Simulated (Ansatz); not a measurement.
**Cs on W(110): change of the work function**

How does one ordered layer of Cs (hollow site) change the work function of W(110), and what dipole does each adsorbate carry?

Method: plane-wave DFT, PBE, Ansatz PAW, in Ansatz 0.2.0.

### Step 1. The starting structure

The cell holds 4 atoms: 4 W. Cell: a = 2.737 Å, b = 2.737 Å, c = 24.703 Å, α = 90.0°, β = 90.0°, γ = 70.5°. Vacuum lies along c.

As a file:

```cif
data_structure
_symmetry_space_group_name_H-M 'P 1'
_symmetry_Int_Tables_number 1
_cell_length_a 2.7366
_cell_length_b 2.7366
_cell_length_c 24.7034
_cell_angle_alpha 90.000
_cell_angle_beta 90.000
_cell_angle_gamma 70.529
_cell_volume 174.43
loop_
_atom_site_label
_atom_site_type_symbol
_atom_site_fract_x
_atom_site_fract_y
_atom_site_fract_z
_atom_site_occupancy
W1 W 0.00000 0.00000 0.36432 1
W2 W 0.50000 0.50000 0.45477 1
W3 W 0.00000 0.00000 0.54523 1
W4 W 0.50000 0.50000 0.63568 1
```

### Step 2. The clean slab

The bare slab comes first, as the zero from which every change is counted. The two lowest layers are held at bulk places and the upper ones relax. The dipole correction removes the false field that a one-sided slab makes across the periodic vacuum, so each face gets a flat vacuum level of its own.

File input.yaml:

```yaml
crystal:
  lattice:
    - [2.2344574285, -1.58, 0.0]
    - [2.2344574285, 1.58, 0.0]
    - [0.0, 0.0, 24.7033722856]
  atoms:
    - { symbol: W, position: [0.0, 0.0, 0.3643227287] }
    - { symbol: W, position: [0.5, 0.5, 0.4547742429] }
    - { symbol: W, position: [0.0, 0.0, 0.5452257571] }
    - { symbol: W, position: [0.5, 0.5, 0.6356772713] }
kpoints:
  mp_grid: { grid: [12, 12, 1] }
hamiltonian:
  xc: pbe
scf:
  occupations: { method: fermi_dirac, width: 0.1 }
  convergence: { dr2_threshold: 1.0e-08 }
efield:
  axis: 3
  dipole_correction: true
  ramp_position: 0.97
  ramp_width: 0.06
relax:
  f_tol: 0.02
  max_steps: 60
  constraints: [{ sites: [0, 1] }]
output:
  write_potential: true
  write_density: true
  volumetric_format: npy
```

The run is started by

```
$ ansatz run input.yaml --threads 4 --pin off --max-ram 6144MiB --backend cpu --events-out ev --progress --plain --runs-dir out
```

Output:

```text
Engine: ansatz 0.2.0, x86_64-unknown-linux-gnu
Pseudopotentials: kind: paw
Pseudopotential: W, paw, valence charge 14, recommended cutoff 420 eV (normal), W.paw.azcp
Functional definition: PBE
  parameter kappa = 0.804
  parameter beta = 0.066725
  exchange = pbe_x(kappa = kappa, mu = beta*pi^2/3)
  correlation = pbe_c(beta = beta)
Crystal: 4 atoms, lattice volume = 174.428 Å³
Basis set: ecut = 420 eV, 3461 PW (Γ), exchange–correlation on 40×40×360 points (8 copies of the dense FFT grid, shifted against one another)
Bands: 34, of which v1, the nominal top of the filled ones, is band 28 counted from 1 (27 counted from 0)
Symmetry: 4 space group operations
k-points: 43 of 144
Non-local potential: W, projectors of the file, l = 0: 3, l = 1: 2, l = 2: 2, l = 3: 1
PAW form: soft (Blöchl's): semilocal exchange-correlation on the pseudo side does not see the compensation charge
PAW one-centre angular grid: W, 590 points (default); XC on 64 Gauss nodes
Initial density: superposition of atomic densities (neutral atoms: chi_scale 0, normalization atom), corrected by the library's trained network
Initial wavefunctions: pseudopotential atomic-orbital guess
Functional: x = pbe(κ = 0.804, μ = 0.219515), c = pbe(β = 0.066725)
SCF iter   1: F=—  HF=-41536.547941 eV  |F-HF|=—  |Δ(HF+E_count)|=         —  Δρ=9.69e-3  dr2=1.99e0  ethr=1.77e-3  p=0.000 e·Å  D=2.38e-13 V/Å  ΔV_dip=-0.00 eV  dr2_dipole=2.75e-7  V_vac-E_F(+/−)=5.06/5.06 eV  ⟨swp⟩=7.9  Hψ=15776  notcnv=0  defer=16
efield: sawtooth ramp at fractional position 0.9700 (set: `efield.ramp_position`, or a place that a band, a saddle search or an elastic batch's reference lends), width 0.0600; the density the first Hamiltonian is built on has a dipole p = 0.000 e·Å; the dipole correction subtracts the counter field D = 2.38e-13 V/Å, which shifts the + side's vacuum level by -0.00 eV against the − side's; the planar-averaged density in the ramp window peaks in size at 1.1e-5 e/Å³
automatic band count: the SCF goes on with 40 bands, as 34 were too few: the levels above may hold too much charge
preconditioner: auto → LDOS  [metal: Δε(μ)=0.044 eV  Ē_g=6.098 eV  σ=0.100 eV  W_gap=0.11  n_scr=16 (ndim 8)  ℏωp=13.8 eV  f_vac=0.562  D(μ)=3.18/eV (n_scr^D=14)  β→1.0]
SCF iter   2: F=—  HF=-41536.463457 eV  |F-HF|=—  |Δ(HF+E_count)|=   8.45e-2  Δρ=3.80e-3  dr2=1.53e-1  ethr=1.77e-3  p=-0.000 e·Å  D=-1.41e-5 V/Å  ΔV_dip=0.00 eV  dr2_dipole=9.42e-8  V_vac-E_F(+/−)=4.91/4.91 eV  ⟨swp⟩=2.0  Hψ=2409  notcnv=0  defer=46
SCF iter   3: F=—  HF=-41536.454059 eV  |F-HF|=—  |Δ(HF+E_count)|=   9.40e-3  Δρ=7.33e-4  dr2=4.77e-3  ethr=2.73e-4  p=-0.000 e·Å  D=-5.83e-6 V/Å  ΔV_dip=0.00 eV  dr2_dipole=2.39e-8  V_vac-E_F(+/−)=4.90/4.90 eV  ⟨swp⟩=1.9  Hψ=2195  notcnv=0  defer=48
SCF iter   4: F=—  HF=-41536.453643 eV  |F-HF|=—  |Δ(HF+E_count)|=   4.15e-4  Δρ=2.26e-4  dr2=2.83e-4  ethr=8.51e-6  p=-0.000 e·Å  D=-2.80e-6 V/Å  ΔV_dip=0.00 eV  dr2_dipole=3.72e-9  V_vac-E_F(+/−)=4.90/4.90 eV  ⟨swp⟩=2.2  Hψ=2210  notcnv=0  defer=48
SCF iter   5: F=—  HF=-41536.453619 eV  |F-HF|=—  |Δ(HF+E_count)|=   2.47e-5  Δρ=8.21e-5  dr2=9.88e-6  ethr=5.05e-7  p=-0.000 e·Å  D=-1.58e-6 V/Å  ΔV_dip=0.00 eV  dr2_dipole=4.25e-10  V_vac-E_F(+/−)=4.90/4.90 eV  ⟨swp⟩=2.8  Hψ=2489  notcnv=0  defer=48
SCF iter   6: F=—  HF=-41536.453677 eV  |F-HF|=—  |Δ(HF+E_count)|=   5.82e-5  Δρ=1.85e-5  dr2=1.78e-6  ethr=1.76e-8  p=-0.000 e·Å  D=-3.91e-7 V/Å  ΔV_dip=0.00 eV  dr2_dipole=7.07e-14  V_vac-E_F(+/−)=4.90/4.90 eV  ⟨swp⟩=3.0  Hψ=2815  notcnv=0  defer=46
SCF iter   7: F=—  HF=-41536.453677 eV  |F-HF|=—  |Δ(HF+E_count)|=   1.78e-7  Δρ=5.89e-6  dr2=9.93e-8  ethr=3.18e-9  p=-0.000 e·Å  D=-9.93e-8 V/Å  ΔV_dip=0.00 eV  dr2_dipole=1.08e-12  V_vac-E_F(+/−)=4.90/4.90 eV  ⟨swp⟩=2.1  Hψ=2213  notcnv=0  defer=46
SCF iter   8: F=—  HF=-41536.453677 eV  |F-HF|=—  |Δ(HF+E_count)|=   1.72e-7  Δρ=2.09e-6  dr2=1.13e-8  ethr=1.79e-11  p=-0.000 e·Å  D=-5.82e-8 V/Å  ΔV_dip=0.00 eV  dr2_dipole=1.03e-13  V_vac-E_F(+/−)=4.90/4.90 eV  ⟨swp⟩=12.3  Hψ=12526  notcnv=0
SCF iter   9: F=-41536.453677 eV  HF=-41536.453677 eV  |F-HF|=3.00e-9  |Δ(HF+E_count)|=   2.40e-9  Δρ=6.35e-7  dr2=1.01e-9  ethr=1.79e-11  p=-0.000 e·Å  D=-1.49e-8 V/Å  ΔV_dip=0.00 eV  dr2_dipole=4.24e-15  V_vac-E_F(+/−)=4.90/4.90 eV  ⟨swp⟩=10.8  Hψ=10718  notcnv=0
SCF 1 converged in 9 iterations: F = -41536.453677 eV  dr2 = 1.01e-9
  greatest PAW one-centre occupation: 1.000 electrons in one spin orbital (limit 2), on the W atom at site 0 (counted from 0), in its partial waves of l = 0
relax step   1: F+E_penalty+E_count = -41536.45367728 eV  Δ(F+E_penalty+E_count) = +0.000e0 eV  max|allowed force component| = 6.535e-1 eV/Å  Δτ_max = 0.0000 Å  (9 SCF iters, accepted)
Bands: 40, of which v1, the nominal top of the filled ones, is band 28 counted from 1 (27 counted from 0)
Initial density: handed on by an earlier stage of this run
Initial wavefunctions: those handed on with the density
iter 1 solved again at ethr=9.58e-4 eV; its pass at ethr=3.10e-3 eV (dr2=5.36e-1 eV) is discarded
SCF iter   1: F=—  HF=-41536.451067 eV  |F-HF|=—  |Δ(HF+E_count)|=         —  Δρ=7.55e-3  dr2=5.51e-1  ethr=9.58e-4  p=-0.000 e·Å  D=-4.97e-7 V/Å  ΔV_dip=0.00 eV  dr2_dipole=8.25e-2  V_vac-E_F(+/−)=4.92/4.92 eV  ⟨swp⟩=1.6  Hψ=6453  notcnv=0  defer=49
efield: sawtooth ramp at fractional position 0.9700 (set: `efield.ramp_position`, or a place that a band, a saddle search or an elastic batch's reference lends), width 0.0600; the density the first Hamiltonian is built on has a dipole p = -0.000 e·Å; the dipole correction subtracts the counter field D = -4.97e-7 V/Å, which shifts the + side's vacuum level by +0.00 eV against the − side's; the planar-averaged density in the ramp window peaks in size at 4.2e-6 e/Å³
preconditioner: auto → LDOS  [metal: Δε(μ)=0.008 eV  Ē_g=6.108 eV  σ=0.100 eV  W_gap=0.02  n_scr=16 (ndim 8)  ℏωp=13.8 eV  f_vac=0.561  D(μ)=3.03/eV (n_scr^D=12)  β→1.0]
SCF iter   2: F=—  HF=-41536.439073 eV  |F-HF|=—  |Δ(HF+E_count)|=   1.20e-2  Δρ=5.12e-3  dr2=1.98e-1  ethr=9.58e-4  p=0.007 e·Å  D=7.37e-3 V/Å  ΔV_dip=-0.18 eV  dr2_dipole=2.51e-3  V_vac-E_F(+/−)=4.72/4.90 eV  ⟨swp⟩=2.7  Hψ=2768  notcnv=0  defer=49
SCF iter   3: F=—  HF=-41536.411548 eV  |F-HF|=—  |Δ(HF+E_count)|=   2.75e-2  Δρ=1.14e-3  dr2=8.39e-3  ethr=3.53e-4  p=0.005 e·Å  D=5.11e-3 V/Å  ΔV_dip=-0.13 eV  dr2_dipole=6.86e-5  V_vac-E_F(+/−)=4.79/4.91 eV  ⟨swp⟩=2.4  Hψ=2949  notcnv=0  defer=49
[...]
SCF iter   3: F=—  HF=-41536.467271 eV  |F-HF|=—  |Δ(HF+E_count)|=   1.04e-2  Δρ=8.47e-4  dr2=5.12e-3  ethr=1.42e-4  p=0.004 e·Å  D=4.30e-3 V/Å  ΔV_dip=-0.11 eV  dr2_dipole=4.39e-5  V_vac-E_F(+/−)=4.79/4.90 eV  ⟨swp⟩=2.6  Hψ=3087  notcnv=0  defer=49
SCF iter   4: F=—  HF=-41536.466254 eV  |F-HF|=—  |Δ(HF+E_count)|=   1.02e-3  Δρ=1.79e-4  dr2=1.18e-4  ethr=9.14e-6  p=0.004 e·Å  D=3.68e-3 V/Å  ΔV_dip=-0.09 eV  dr2_dipole=5.75e-7  V_vac-E_F(+/−)=4.81/4.90 eV  ⟨swp⟩=2.5  Hψ=2483  notcnv=0  defer=49
SCF iter   5: F=—  HF=-41536.466268 eV  |F-HF|=—  |Δ(HF+E_count)|=   1.33e-5  Δρ=5.43e-5  dr2=8.97e-6  ethr=2.11e-7  p=0.003 e·Å  D=3.19e-3 V/Å  ΔV_dip=-0.08 eV  dr2_dipole=8.64e-7  V_vac-E_F(+/−)=4.82/4.90 eV  ⟨swp⟩=2.2  Hψ=2723  notcnv=0  defer=49
SCF iter   6: F=—  HF=-41536.466316 eV  |F-HF|=—  |Δ(HF+E_count)|=   4.87e-5  Δρ=1.68e-5  dr2=2.41e-6  ethr=1.60e-8  p=0.003 e·Å  D=2.93e-3 V/Å  ΔV_dip=-0.07 eV  dr2_dipole=2.52e-8  V_vac-E_F(+/−)=4.83/4.90 eV  ⟨swp⟩=2.8  Hψ=3011  notcnv=0  defer=49
SCF iter   7: F=—  HF=-41536.466316 eV  |F-HF|=—  |Δ(HF+E_count)|=   9.86e-8  Δρ=6.68e-6  dr2=1.22e-7  ethr=4.30e-9  p=0.003 e·Å  D=2.81e-3 V/Å  ΔV_dip=-0.07 eV  dr2_dipole=1.60e-9  V_vac-E_F(+/−)=4.83/4.90 eV  ⟨swp⟩=2.0  Hψ=2145  notcnv=0  defer=49
SCF iter   8: F=—  HF=-41536.466316 eV  |F-HF|=—  |Δ(HF+E_count)|=   1.35e-7  Δρ=2.67e-6  dr2=2.97e-8  ethr=2.18e-10  p=0.003 e·Å  D=2.77e-3 V/Å  ΔV_dip=-0.07 eV  dr2_dipole=8.15e-10  V_vac-E_F(+/−)=4.83/4.90 eV  ⟨swp⟩=3.0  Hψ=3072  notcnv=0  defer=49
SCF iter   9: F=-41536.466316 eV  HF=-41536.466316 eV  |F-HF|=3.69e-9  |Δ(HF+E_count)|=   1.99e-8  Δρ=7.34e-7  dr2=1.32e-9  ethr=1.79e-11  p=0.003 e·Å  D=2.76e-3 V/Å  ΔV_dip=-0.07 eV  dr2_dipole=2.59e-13  V_vac-E_F(+/−)=4.83/4.90 eV  ⟨swp⟩=11.2  Hψ=11231  notcnv=0
SCF 3 converged in 9 iterations: F = -41536.466316 eV  dr2 = 1.32e-9
relax step   3: F+E_penalty+E_count = -41536.46631625 eV  Δ(F+E_penalty+E_count) = -1.264e-2 eV  max|allowed force component| = 9.000e-2 eV/Å  Δτ_max = 0.0345 Å  (9 SCF iters, accepted)
SCF iter   1: F=—  HF=-41536.467009 eV  |F-HF|=—  |Δ(HF+E_count)|=         —  Δρ=7.95e-4  dr2=4.51e-3  ethr=1.73e-4  p=0.003 e·Å  D=2.76e-3 V/Å  ΔV_dip=-0.07 eV  dr2_dipole=5.29e-4  V_vac-E_F(+/−)=4.83/4.90 eV  ⟨swp⟩=2.1  Hψ=2956  notcnv=0  defer=49
efield: sawtooth ramp at fractional position 0.9700 (set: `efield.ramp_position`, or a place that a band, a saddle search or an elastic batch's reference lends), width 0.0600; the density the first Hamiltonian is built on has a dipole p = 0.003 e·Å; the dipole correction subtracts the counter field D = 2.76e-3 V/Å, which shifts the + side's vacuum level by -0.07 eV against the − side's; the planar-averaged density in the ramp window peaks in size at 2.5e-6 e/Å³
preconditioner: auto → LDOS  [metal: Δε(μ)=0.042 eV  Ē_g=6.069 eV  σ=0.100 eV  W_gap=0.10  n_scr=16 (ndim 8)  ℏωp=13.8 eV  f_vac=0.561  D(μ)=3.08/eV (n_scr^D=14)  β→1.0]
SCF iter   2: F=—  HF=-41536.466784 eV  |F-HF|=—  |Δ(HF+E_count)|=   2.25e-4  Δρ=3.58e-4  dr2=1.22e-3  ethr=8.05e-6  p=0.002 e·Å  D=2.05e-3 V/Å  ΔV_dip=-0.05 eV  dr2_dipole=4.65e-5  V_vac-E_F(+/−)=4.85/4.90 eV  ⟨swp⟩=2.0  Hψ=2582  notcnv=0  defer=49
SCF iter   3: F=—  HF=-41536.466694 eV  |F-HF|=—  |Δ(HF+E_count)|=   8.94e-5  Δρ=1.37e-4  dr2=1.44e-4  ethr=2.17e-6  p=0.002 e·Å  D=2.31e-3 V/Å  ΔV_dip=-0.06 eV  dr2_dipole=1.26e-5  V_vac-E_F(+/−)=4.84/4.90 eV  ⟨swp⟩=2.0  Hψ=2277  notcnv=0  defer=49
SCF iter   4: F=—  HF=-41536.466671 eV  |F-HF|=—  |Δ(HF+E_count)|=   2.36e-5  Δρ=3.26e-5  dr2=6.82e-6  ethr=2.57e-7  p=0.002 e·Å  D=2.20e-3 V/Å  ΔV_dip=-0.05 eV  dr2_dipole=8.20e-7  V_vac-E_F(+/−)=4.84/4.90 eV  ⟨swp⟩=3.4  Hψ=3097  notcnv=0  defer=49
SCF iter   5: F=—  HF=-41536.466723 eV  |F-HF|=—  |Δ(HF+E_count)|=   5.22e-5  Δρ=1.10e-5  dr2=2.53e-7  ethr=1.22e-8  p=0.002 e·Å  D=2.19e-3 V/Å  ΔV_dip=-0.05 eV  dr2_dipole=5.44e-9  V_vac-E_F(+/−)=4.84/4.90 eV  ⟨swp⟩=2.5  Hψ=2375  notcnv=0  defer=49
SCF iter   6: F=—  HF=-41536.466723 eV  |F-HF|=—  |Δ(HF+E_count)|=   2.65e-7  Δρ=4.53e-6  dr2=3.51e-8  ethr=4.52e-10  p=0.002 e·Å  D=2.20e-3 V/Å  ΔV_dip=-0.05 eV  dr2_dipole=1.72e-10  V_vac-E_F(+/−)=4.84/4.90 eV  ⟨swp⟩=2.8  Hψ=3016  notcnv=0  defer=49
SCF iter   7: F=-41536.466723 eV  HF=-41536.466723 eV  |F-HF|=5.60e-9  |Δ(HF+E_count)|=   7.88e-8  Δρ=1.73e-6  dr2=9.36e-9  ethr=1.79e-11  p=0.002 e·Å  D=2.20e-3 V/Å  ΔV_dip=-0.05 eV  dr2_dipole=9.75e-13  V_vac-E_F(+/−)=4.84/4.90 eV  ⟨swp⟩=11.5  Hψ=11411  notcnv=0
SCF 4 converged in 7 iterations: F = -41536.466723 eV  dr2 = 9.36e-9
relax step   4: F+E_penalty+E_count = -41536.46672319 eV  Δ(F+E_penalty+E_count) = -4.069e-4 eV  max|allowed force component| = 1.129e-2 eV/Å  Δτ_max = 0.0139 Å  (7 SCF iters, accepted)
NSCF: frozen V_eff on 43 k-points
the band table was solved once a step of the walk had ended and its energy, with any forces and stress, was formed, with the checks that follow a solve (9068 applications of the Hamiltonian). They found nothing against the state; the energy, forces and stress were not computed again (output.eigenvalues in the input reference)
WARN: The output density's exchange-correlation potential varies sharply where the density is thin. Do not read a vacuum level from v_tot or v_xc, or from such a field of the output density. On a cell that repeats whose density bears no net charge and no dipole along the vacuum's axis use v_es (v_loc + v_h of the components); under efield.dipole_correction with no amplitude use v_es + v_field, which holds any externa [...]
SCF converged after 7 iterations
Free energy (F): -41536.466723 eV
Harris-Foulkes:  -41536.466723 eV  (|F-HF|=5.60e-9)
Internal energy: -41536.366955 eV  (E = F + TS)
E sigma→0 (E₀):  -41536.416839 eV
Entropy (-TS):   -0.099768 eV (-24.942 meV/atom)
Fermi energy:    5.203880 eV
Dipole field:    D = 0.002197 V/Å  (p = 0.002118 e·Å, saw-weighted, corrected)
Work function:   Φ+ = 4.8447 eV   Φ− = 4.8989 eV
Levels:          The Fermi level and band energies are counted from a zero that moves with the ramp; work functions are not
--- Per-component energies (eV) ---
  E_band       = -1291.057250
  E_kinetic    = 1792.505389
  E_local      = -71121.557843  (includes V_loc(G=0)·N_el)
  E_nonlocal   = 4.576206
  E_hartree    = 34741.224772
  E_xc         = -1063.352008
  E_vxc        = -949.335307  (∫ρ·V_xc dr)
  E_paw        = -34249.938996  (= ΣΔE_a)
  E_vpaw       = -499.704010  (= ΣTr[D̂ρ^β])
  E_aug_tail   = -0.000235  (compensation charges beyond the density's cutoff)
  E_efield     = 0.000002  (sawtooth field / dipole correction)
  E_vefield    = -0.001025  (∫n·V_field dr)
  E_ewald      = 28360.175757
  E_smearing   = -0.099768  (= −TS)
  E_closure    = 0.000000  (closes the sum)
  Σ components = -41536.466723   (vs F -41536.466723, Δ=0.00e0)
--- Forces (eV/Å), atoms counted from 1 ---
  atom   1  W      0.00000000     0.00000000     0.36117719
  atom   2  W      0.00000000    -0.00000000    -0.34159750
  atom   3  W      0.00000000    -0.00000000    -0.00830040
  atom   4  W      0.00000000    -0.00000000    -0.01129453
  max |Σ_I F_I| component: 1.52e-5 eV/Å
--- Band table (eV; the first three rows and the last of 43) ---
  k-point 0: bands = [... 24 lower, 3.7540, 3.7892, 3.9762, 4.5401, 4.8127, 5.7605, 6.0199, 6.9297, ... 8 higher]
  k-point 1: bands = [... 24 lower, 3.5720, 3.7614, 4.1231, 4.4811, 4.8136, 5.3411, 6.2452, 6.7515, ... 8 higher]
  k-point 2: bands = [... 24 lower, 3.3977, 3.5331, 3.9616, 4.3822, 4.9156, 5.2947, 6.6226, 6.6532, ... 8 higher]
  k-point 42: bands = [... 24 lower, 3.7933, 5.7375, 5.8442, 6.2645, 6.3571, 6.8712, 7.2505, 8.8378, ... 8 higher]
--- Relaxed structure (4 steps of the walk, 3 accepted, 0 SCFs on fresh bases) ---
  F+E_penalty+E_count = -41536.46672319 eV   max|allowed force component| = 1.129e-2 eV/Å
  atoms:
    - { symbol: W, position: [0.0, 0.0, 0.3643227287] }
    - { symbol: W, position: [0.5, 0.5, 0.4547742429] }
    - { symbol: W, position: [-6.653934e-19, 6.653934e-19, 0.546759] }
    - { symbol: W, position: [0.5, 0.5, 0.635499] }
```

The job ended after 12 s (4 threads of Intel Xeon 6975P-C (Granite Rapids), shared host; peak memory 0.66 GiB; 46 s of CPU time).

Reading the cycles: dr2 is the Hartree energy of the density residual (eV), the measure of convergence; HF is the Harris–Foulkes estimate of the energy, which meets the free energy F at convergence.

The steps of the relaxation:

| step | energy less that of the first step (eV) | largest force component (eV/Å) |
| --- | --- | --- |
| 1 | 0.0000 | 0.6535 |
| 2 | 0.0440 | 1.3654 |
| 3 | -0.0126 | 0.0900 |
| 4 | -0.0130 | 0.0113 |

Relaxation step 2 was tried and not accepted.

Forces are held to the 4 operations that the program found; a distortion that breaks them can't arise in this run.

The atoms that moved most (Å):

```
atom     dx     dy     dz  length
  W3  0.000  0.000  0.038   0.038
```

Final coordinates:

```cif
data_structure
_symmetry_space_group_name_H-M 'P 1'
_symmetry_Int_Tables_number 1
_cell_length_a 2.7366
_cell_length_b 2.7366
_cell_length_c 24.7034
_cell_angle_alpha 90.000
_cell_angle_beta 90.000
_cell_angle_gamma 70.529
_cell_volume 174.43
loop_
_atom_site_label
_atom_site_type_symbol
_atom_site_fract_x
_atom_site_fract_y
_atom_site_fract_z
_atom_site_occupancy
W1 W 0.00000 0.00000 0.36432 1
W2 W 0.50000 0.50000 0.45477 1
W3 W 0.00000 0.00000 0.54676 1
W4 W 0.50000 0.50000 0.63550 1
```

Read from the output:

* energy at zero smearing: -41536.4168 eV
* work function, upper face: 4.845 eV
* work function, lower face: 4.899 eV
* dipole along the normal: 0.002118 e·Å
* step between the vacuum levels: -0.05428 eV

Running mean over 2.234 Å of the planar mean; the ramp of the sawtooth is left out. Table of electron's electrostatic potential energy less the Fermi level by z:

```csv
z (Å),electron's electrostatic potential energy less the Fermi level (eV)
3.5,4.90
4.0,4.90
4.5,4.90
5.0,4.89
5.5,4.86
6.0,4.75
6.5,4.41
7.0,3.30
7.5,-0.135
8.0,-5.75
8.5,-10.5
9.0,-12.2
9.5,-12.5
10.0,-12.6
10.5,-12.7
11.0,-12.7
11.5,-12.7
12.0,-12.5
12.5,-12.4
13.0,-12.6
13.5,-12.8
14.0,-13.0
14.5,-13.1
15.0,-12.9
15.5,-12.5
16.0,-11.5
16.5,-7.95
17.0,-2.27
17.5,2.24
18.0,4.06
18.5,4.61
19.0,4.78
19.5,4.82
20.0,4.84
20.5,4.84
21.0,4.84
21.5,4.84
```

The relaxation took 4 steps and lowered the energy by 0.013 eV; the largest force on the free atoms ends at 0.011 eV/Å.

The work function of the upper face is 4.84 eV.

[end of part 1 of 2]

[Long decimals in the printed logs are rounded to 6 places.]

[Logs are printed without paths, hosts, clocks, repeated set-up lines and the standing remarks that a program may print on its own settings, such as how far it seeks lower states.]

[Hosts, paths, dates, database ids (printed as entryN), source tags and the programs' standing remarks are cut or masked in the printed files.]

[Maps of the electrostatic potential energy from Ansatz leave out the sawtooth potential of an applied field or a dipole correction, so their vacuum need not be flat; planar profiles and work functions include it.]
